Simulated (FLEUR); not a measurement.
# Anisotropy of free Co(0001) film, 6 layers with FLEUR, part 2 of 2

One state of free Co(0001) film, 6 layers is converged without symmetry. Force theorems then give its anisotropy.

FLEUR MaX-R8.1; PBE; all-electron FLAPW film, Dirac cores, scalar-relativistic bands.

So far. Step 2 (Reference state): After 55 cycles the largest moment stands at 1.80 μB.

## Step 5: Spin–orbit coupling, moments along z

Level of this step: PBE; all-electron FLAPW film, Dirac cores, scalar-relativistic bands with spin-orbit coupling (FLEUR).

Spin–orbit coupling ties the spins to the lattice and lets orbital moments form.

A new self-consistent run of the start ferro ++++++, with the moments along z. The k list default-1 (kpts.xml, not shown) is a Γ-centred 35×35×1 mesh.

Input file inp.xml:

```
<?xml version="1.0" encoding="UTF-8" standalone="no"?>
<fleurInput fleurInputVersion="0.39">
   <comment>
      Co
   </comment>
   <calculationSetup>
      <cutoffs Kmax="3.66" Gmax="11.0" GmaxXC="11.0" numbands="222"/>
      <scfLoop itmax="150" minDistance="0.00002" maxIterBroyd="15" imix="Anderson" alpha="0.03" precondParam="0.0" spinf="2.0" sdNocoIR="T"/>
      <coreElectrons ctail="T" frcor="F" kcrel="0" coretail_lmax="0"/>
      <xcFunctional name="pbe" relativisticCorrections="F"/>
      <magnetism jspins="2"/>
      <soc l_soc="T" theta="0.0" phi="0.0" spav="F"/>
      <expertModes spex="0" secvar="F"/>
      <geometryOptimization l_f="F" forcealpha="1.0" forcemix="BFGS" epsdisp="0.00001" epsforce="0.00001"/>
      <ldaU l_linMix="F" mixParam="0.05" spinf="1.0"/>
   </calculationSetup>
   <cell>
      <bzIntegration valenceElectrons="102.0" mode="hist" fermiSmearingEnergy="0.00183747">
         <kPointListSelection listName="default-1"/>
         <xi:include xmlns:xi="http://www.w3.org/2001/XInclude" href="kpts.xml"> </xi:include>
      </bzIntegration>
      <xi:include xmlns:xi="http://www.w3.org/2001/XInclude" href="sym.xml"> </xi:include>
      <filmLattice scale="1.0" dVac="24.51" dTilda="27.01">
         <bravaisMatrixFilm>
            <row-1>    4.7375437355433538    -0.0000000791795246</row-1>
            <row-2>   -2.3687717992124133     4.1028332661104852</row-2>
         </bravaisMatrixFilm>
         <vacuumEnergyParameters vacuum="1" spinUp="-.25" spinDown="-.25"/>
      </filmLattice>
   </cell>
   <atomSpecies>
      <species name="Cobalt (Co2.000" element="Co" atomicNumber="27">
         <mtSphere radius="2.24" gridPoints="741" logIncrement="0.016"/>
         <atomicCutoffs lmax="8" lnonsphr="6"/>
         <electronConfig flipSpins="F">
            <coreConfig>(1s1/2) (2s1/2) (2p1/2) (2p3/2)</coreConfig>
            <valenceConfig>(3s1/2) (3p1/2) (3p3/2) (4s1/2) (3d3/2) (3d5/2)</valenceConfig>
            <stateOccupation state="(3d3/2)" spinUp="1.5" spinDown="1.3"/>
            <stateOccupation state="(3d5/2)" spinUp="3.0" spinDown="1.2"/>
         </electronConfig>
         <energyParameters s="4" p="4" d="3" f="4"/>
         <lo type="SCLO" l="0" n="3" eDeriv="0"/>
         <lo type="SCLO" l="1" n="3" eDeriv="0"/>
      </species>
   </atomSpecies>
   <atomGroups>
      <atomGroup species="Cobalt (Co2.000">
         <filmPos label="                   1">-1.000/3.000 1.000/3.000 -9.6139965406</filmPos>
         <filmPos label="                   6">1.000/3.000 -1.000/3.000 9.6139965406</filmPos>
         <force calculate="T" relaxXYZ="TTT"/>
      </atomGroup>
      <atomGroup species="Cobalt (Co2.000">
         <filmPos label="                   2">1.000/3.000 -1.000/3.000 -5.7683979244</filmPos>
         <filmPos label="                   5">-1.000/3.000 1.000/3.000 5.7683979244</filmPos>
         <force calculate="T" relaxXYZ="TTT"/>
      </atomGroup>
      <atomGroup species="Cobalt (Co2.000">
         <filmPos label="                   3">-1.000/3.000 1.000/3.000 -1.9227993081</filmPos>
         <filmPos label="                   4">1.000/3.000 -1.000/3.000 1.9227993081</filmPos>
         <force calculate="T" relaxXYZ="TTT"/>
      </atomGroup>
   </atomGroups>
   <output dos="F" band="F" slice="F">
      <bandDOS minEnergy="-.5*Htr" maxEnergy="0.5*Htr" sigma="0.015" storeEVData="T"/>
      <plotting iplot="0" polar="F">
         <plot TwoD="T" vec1="  1.0  0.0  0.0" vec2="  0.0  1.0  0.0" vec3="  0.0  0.0  1.0" zero="  0.0  0.0 -0.5" file="plot"/>
      </plotting>
      <moessbauerParams electricFieldGradient="F" isomerShift="F" coreHyperfine="F" valenceHyperfine="F"/>
   </output>
</fleurInput>
```

Input file crystal.txt:

```
Co
&input film=T cartesian=F /
2.50700018054  -0.00000004190  0.00000000000
-1.25350005399  2.17112586459  0.00000000000
0.00000000000  0.00000000000  1.00000000000
1.8897261246
1.0 1.0 1.0

6
27 0.66666666667  0.33333333333  -9.61399654063 : 2.000
27 0.33333333333  0.66666666667  -5.76839792438 : 2.000
27 0.66666666667  0.33333333333  -1.92279930813 : 2.000
27 0.33333333333  0.66666666667  1.92279930813 : 2.000
27 0.66666666667  0.33333333333  5.76839792438 : 2.000
27 0.33333333333  0.66666666667  9.61399654063 : 2.000

&soc 0.0000000 0.0000000 /
&kpt div1=35 div2=35 div3=1 gamma=T /
```

Launch:

```console
OMP_NUM_THREADS=1 inpgen -f crystal.txt > inpgen.log  # inp.xml is then edited as shown
OMP_NUM_THREADS=1 mpirun -n 4 fleur_MPI > fleur.log
```

What it wrote:

```text
[banner, memory and clock lines left out]
Welcome to FLEUR        (www.flapw.de)
      MaX-Release 8.1          (www.max-centre.eu)

 ========== k-point set info ==========
 Selected k-point list: default-1
 k-point list type: mesh
 0 x 0 x 0
 Number of k points: 208

 [... set-up left out ...]
 Iteration:     1   Distance:      38.62753623 me/bohr^3
 Iteration:     2   Distance:      79.36303727 me/bohr^3
 Iteration:     3   Distance:      21.52128679 me/bohr^3
 Iteration:     4   Distance:      20.49568769 me/bohr^3
 Iteration:     5   Distance:      18.13495769 me/bohr^3
 Iteration:     6   Distance:       6.47026642 me/bohr^3
 Iteration:     7   Distance:       7.62506331 me/bohr^3
 Iteration:     8   Distance:       8.29750911 me/bohr^3
 Iteration:     9   Distance:       5.58281506 me/bohr^3
 Iteration:    10   Distance:       3.34523832 me/bohr^3
[... 22 iterations left out ...]
 Iteration:    33   Distance:       0.00272693 me/bohr^3
 Iteration:    34   Distance:       0.00131901 me/bohr^3
 Iteration:    35   Distance:       0.00069607 me/bohr^3
 Iteration:    36   Distance:       0.00099860 me/bohr^3
 Iteration:    37   Distance:       0.00024426 me/bohr^3
 Iteration:    38   Distance:       0.00010571 me/bohr^3
 Iteration:    39   Distance:       0.00006572 me/bohr^3
 Iteration:    40   Distance:       0.00004331 me/bohr^3
 Iteration:    41   Distance:       0.00002338 me/bohr^3
 Iteration:    42   Distance:       0.00000931 me/bohr^3

 ********************************************************************
 Run finished successfully
 Stop message:
   all done
 ********************************************************************

--- out.xml (last complete iteration) ---
<iteration numberForCurrentRun="   42" overallNumber="   42">
         [... left out ...]
         <bandgap value="0.0009123220" units="eV"/>
         <sumValenceSingleParticleEnergies value="-142.3222967872" units="Htr"/>
         <FermiEnergy value="-0.1826344199" units="Htr"/>
         [... left out ...]
         <magneticMomentsInMTSpheres units="muBohr">
            <globalMagMoment atomType="1" vec="0.00000   0.00000   1.80259"/>
            <globalMagMoment atomType="2" vec="0.00000   0.00000   1.72633"/>
            <globalMagMoment atomType="3" vec="0.00000   0.00000   1.69191"/>
         </magneticMomentsInMTSpheres>
         <orbitalMomentsInMTSpheres units="muBohr">
            <globalMagMoment atomType="1" vec="0.00000   0.00000   0.08765"/>
            <globalMagMoment atomType="2" vec="0.00000   0.00000   0.08128"/>
            <globalMagMoment atomType="3" vec="0.00000   0.00000   0.08175"/>
         </orbitalMomentsInMTSpheres>
         [... left out ...]
         <totalEnergy value="    -8360.8030030927" units="Htr">
            <sumOfEigenvalues value="    -4899.7252138058">
               <coreElectrons value="-4757.4029170186"/>
               <valenceElectrons value="-142.3222967872"/>
            </sumOfEigenvalues>
         [... left out ...]
            <freeEnergy value="-8360.8048380551"/>
            <extrapolationTo0K value="-8360.8039205739"/>
         </totalEnergy>
         <densityConvergence units="me/bohr^3">
            <chargeDensity spin="1" distance="0.0000019157"/>
            <chargeDensity spin="2" distance="0.0000085123"/>
            <overallChargeDensity distance="0.0000093088"/>
            <spinDensity distance="0.0000080997"/>
         </densityConvergence>
      </iteration>
```

Wall time 57 min (4 MPI ranks of Arm Neoverse V1, shared host); peak memory 1.9 GiB; 3.8 h of CPU time.

Spin moment in the muffin-tin sphere by atom:

```csv
atom,spin moment in the muffin-tin sphere (μB)
Co1,1.80
Co2,1.73
Co3,1.69
Co4,1.69
Co5,1.73
Co6,1.80
```

Numbers from this step:

- free energy: -227509.0898 eV
- program's band gap on this mesh (in a metal only a level spacing): 9.12e-4 eV
- magnetization: 10.02 μB
- final state: ferromagnetic
- orbital moment along the spin: 0.08765 μB

Orbital moment in the sphere, along the spin axis by atom:

```csv
atom,"orbital moment in the sphere, along the spin axis (μB)"
Co1,0.0877
Co2,0.0813
Co3,0.0818
Co4,0.0818
Co5,0.0813
Co6,0.0877
```

## Step 6: Summary of results

```json
{
  "reference state": "ferromagnetic",
  "largest sphere moment": "1.80 μB",
  "easy direction of those tried": "z",
  "energy along x less z, force theorem": "0.450 meV a primitive cell",
  "orbital moment on the atom of largest spin, along its spin (spin–orbit run)": "0.0877 μB"
}
```

By the force theorem the moments prefer z; shape anisotropy is not in it, and in a film it favours the plane. The difference for the second direction goes from 0.46 meV (mesh 23×23×1, 198 states, 18 min of CPU time) to 0.45 meV (mesh 35×35×1, 198 states, 41 min). The orbital moment is parallel to the spin, as Hund's third rule has it for a shell over half filled. The state was typed, and no other order was converged beside it, so it need not be the ground state.

[Logs and program files are shortened in this print: banners, set-up blocks, solver, clock and traceback lines can be left out without a mark of their own.]

[Logs are printed without paths, hosts, clocks, repeated set-up lines and the standing remarks that a program may print on its own settings, such as how far it seeks lower states.]

[Hosts, paths, dates, database ids (printed as entryN), source tags and the programs' standing remarks are cut or masked in the printed files.]

[Where a cell is said to come from a database of computed structures, the database is the Materials Project.]
